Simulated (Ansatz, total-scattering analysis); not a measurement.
# Assigning the peaks of a pair distribution function

The sample: CaSiO3 (Ca 20.0, Si 20.0, O 60.0 atom %) at 2200 K, fixed volume (mean pressure 5.6 GPa), ρ₀ = 0.0727 Å⁻³. The data come from ab initio molecular dynamics with Ansatz (PBE, plane waves, PAW set soft_1, Langevin thermostat, no spin, fixed volume). The average runs over 0.79 ps of 70 atoms, so shells between rare elements are rough. Mean temperature 2050 K, largest m.s.d. 2.72 Å², energy drift +4 meV an atom (last third less first, no steady trend), Langevin friction 2 ps⁻¹; the first quarter of the run is discarded. Preparation: last frame of a classical run of this cell, a melt, rescaled to the set density, then 0.3 ps at 2420 K with a cheaper basis and a friction of 10 ps⁻¹ (mean temperature of the first stage 2606 K), too short to forget the start in full. So short a stretch relaxes bonds and nearest shells but still remembers its start. It is a liquid as far as so short a run tells.

S(Q) is the Faber–Ziman total, Σ ci cj fi fj (Sij − 1)/⟨f⟩² + 1. Below 4 Å⁻¹ the partials are summed on the cell's own reciprocal vectors (from 0.64 Å⁻¹) and folded with a Gaussian of σ = 0.14 Å⁻¹; above it they are transforms of g(r) out to 6.7 Å, tapered over the last 40 %. The fold lowers sharp peaks, and with so few vectors their positions are good to about 0.1 Å⁻¹. X-rays take neutral-atom form factors, neutrons coherent lengths (Ca 4.7, Si 4.15071, O 5.8037 fm). G(r) = 4πrρ₀[g(r) − 1] carries the resolution of a Lorch-windowed transform up to 20 Å⁻¹. The patterns are simulated, not measured. The cell is small: beyond half the box only the part of each shell inside it is counted, and low-Q values rest on few vectors.

| Q (Å⁻¹) | X-ray | neutron |
| --- | --- | --- |
| 0.6 | -0.08 | 0.07 |
| 0.9 | -0.02 | 0.12 |
| 1.2 | 0.16 | 0.36 |
| 1.5 | 0.33 | 0.49 |
| 1.8 | 0.71 | 0.55 |
| 2.1 | 1.04 | 0.66 |
| 2.4 | 1.00 | 0.76 |
| 2.7 | 0.87 | 1.15 |
| 3.0 | 0.87 | 1.13 |
| 3.3 | 0.91 | 1.00 |
| 3.6 | 0.97 | 0.91 |
| 3.9 | 1.04 | 0.88 |
| 4.2 | 1.09 | 0.93 |
| 4.5 | 1.12 | 1.05 |
| 4.8 | 1.09 | 1.16 |
| 5.1 | 1.04 | 1.19 |
| 5.4 | 1.01 | 1.14 |
| 5.7 | 1.02 | 1.04 |
| 6.0 | 1.01 | 0.95 |
| 6.3 | 0.97 | 0.88 |
| 6.6 | 0.92 | 0.86 |
| 6.9 | 0.91 | 0.89 |
| 7.2 | 0.93 | 0.95 |
| 7.5 | 0.98 | 1.01 |
| 7.8 | 1.01 | 1.05 |
| 8.1 | 1.04 | 1.06 |
| 8.4 | 1.05 | 1.05 |
| 8.7 | 1.06 | 1.04 |
| 9.0 | 1.06 | 1.04 |
| 9.3 | 1.03 | 1.03 |
| 9.6 | 0.99 | 1.00 |
| 9.9 | 0.97 | 0.98 |
| 10.2 | 0.96 | 0.96 |
| 10.5 | 0.95 | 0.95 |
| 10.8 | 0.96 | 0.95 |
| 11.1 | 0.98 | 0.97 |
| 11.4 | 1.00 | 1.00 |
| 11.7 | 1.02 | 1.02 |
| 12.0 | 1.03 | 1.04 |

G(r):

```
r (Å)  X-ray  neutron
  1.0  -0.93    -0.91
  1.1  -1.02    -0.98
  1.2  -1.10    -1.08
  1.3  -1.14    -1.19
  1.4  -0.86    -0.91
  1.5  -0.14    -0.07
  1.6   0.55     0.77
  1.7   0.54     0.75
  1.8  -0.17    -0.16
  1.9  -0.84    -1.01
  2.0  -0.95    -1.19
  2.1  -0.69    -0.95
  2.2  -0.40    -0.63
  2.3  -0.24    -0.30
  2.4  -0.24     0.08
  2.5  -0.29     0.53
  2.6  -0.29     0.92
  2.7  -0.24     1.08
  2.8  -0.15     0.89
  2.9  -0.03     0.50
  3.0   0.11     0.12
  3.1   0.27    -0.15
  3.2   0.41    -0.26
  3.3   0.50    -0.29
  3.4   0.52    -0.29
  3.5   0.47    -0.30
  3.6   0.39    -0.31
  3.7   0.28    -0.29
  3.8   0.16    -0.26
  3.9   0.06    -0.21
  4.0   0.06    -0.11
  4.1   0.11    -0.01
  4.2   0.15     0.07
  4.3   0.17     0.13
  4.4   0.18     0.18
  4.5   0.16     0.21
  4.6   0.06     0.18
  4.7  -0.09     0.16
  4.8  -0.19     0.19
  4.9  -0.19     0.23
  5.0  -0.15     0.26
  5.1  -0.13     0.24
  5.2  -0.14     0.20
  5.3  -0.15     0.16
  5.4  -0.09     0.14
  5.5   0.03     0.11
  5.6   0.15     0.06
  5.7   0.20     0.00
  5.8   0.21    -0.05
  5.9   0.23    -0.07
  6.0   0.24    -0.08
```

Q: Assign the low-r maxima. Which coordination numbers can be read off, and what are they?

Each pair enters with the weight ci cj fi fj (2 − δij)/⟨f⟩², taking f = Z for X-rays at Q = 0: O–O 0.17 / 0.44; Ca–O 0.29 / 0.24; Si–O 0.20 / 0.21; Ca–Si 0.17 / 0.06; Ca–Ca 0.12 / 0.03; Si–Si 0.06 / 0.02 (X-ray / neutron).

| radiation | maximum (Å) | G (Å⁻²) | pairs that make it (share of the curvature of G, each pair at the same resolution) |
| --- | --- | --- | --- |
| X-ray | 1.65 | 0.67 | Si–O 100 % |
| X-ray | 2.36 | -0.23 | Ca–O 99 % |
| X-ray | 3.38 | 0.53 | Ca–Si 59 %, Ca–Ca 34 % |
| X-ray | 4.42 | 0.18 | Ca–O 52 %, Ca–Si 15 %, Si–Si 15 %, Si–O 10 % |
| neutron | 1.65 | 0.91 | Si–O 100 % |
| neutron | 2.69 | 1.08 | O–O 100 % |

The first neutron peak is mostly one pair, so its area estimates the neighbours: ∫ r [G + 4πρ₀r] dr from 1.18 to 2.01 Å is 1.44, and times c(O)/weight = 0.600/0.210 gives 4.1 O around each Si; the count from the coordinates is 4.02.

From the coordinates:

| pair | first peak (Å) | g there | first minimum (Å) | g there | neighbours |
| --- | --- | --- | --- | --- | --- |
| Si–O | 1.63 | 11.3 | 2.26 | 0.05 | 4.0 O per Si, 1.3 Si per O |
| Ca–O | 2.29 | 2.9 | 3.34 | 0.63 | 7.2 O per Ca, 2.4 Ca per O |
| O–O | 2.67 | 2.7 | 3.90 | 0.77 | 9.9 |
| Si–Si | 2.98 | 2.2 | 3.74 | 0.39 | 2.2 |
| Ca–Si | 3.32 | 2.8 | 4.72 | 0.57 | 6.9 Si per Ca, 6.9 Ca per Si |
| Ca–Ca | 3.64 | 2.3 | 4.90 | 0.65 | 6.4 |

Bonded neighbours (only these pairs count: cutoffs Ca–O 3.34 Å, Si–O 2.26 Å): Ca: 5 2.4 %, 6 22 %, 7 40 %, 8 28 %, 9 7.6 %; Si: 4 99 %, 5 1.4 %; O: 2 6.0 %, 3 29 %, 4 52 %, 5 12 %, 6 1.0 %. For Ca–O g doesn't fall to zero at the cutoff, so those shares hang on where it is put. Bridging oxygens per network former of four or fewer bonds: Si: Q1 28 %, Q2 42 %, Q3 30 %. Oxygen by network formers bound (Si, B, P, Ge and Al count): one 66 %, two 34 %. O–Si–O peak at 106°, Si–O–Si peak at 134° and O–Ca–O peak at 80°. These counts come from 15 frames.

Anions around each cation, with the position of the first peak: Ca 7.2 (Ca–O 2.29 Å, to 3.34 Å, a soft count) and Si 4.0 (Si–O 1.63 Å, to 2.26 Å). The weights that differ most between the probes (X-ray, neutron): O–O 0.17 and 0.44, Ca–Si 0.17 and 0.06 and Ca–Ca 0.12 and 0.03. At 2.79 Å⁻¹ neutrons show a peak (1.16) where X-rays give 0.85: term by term, w(S − 1) with f = Z as a rough X-ray weight: O–O +0.44 against +0.17, Ca–Ca -0.03 against -0.10 and Ca–Si -0.02 against -0.05 (neutron against X-ray).

[Logs are printed without paths, hosts, clocks, repeated set-up lines and the standing remarks that a program may print on its own settings, such as how far it seeks lower states.]
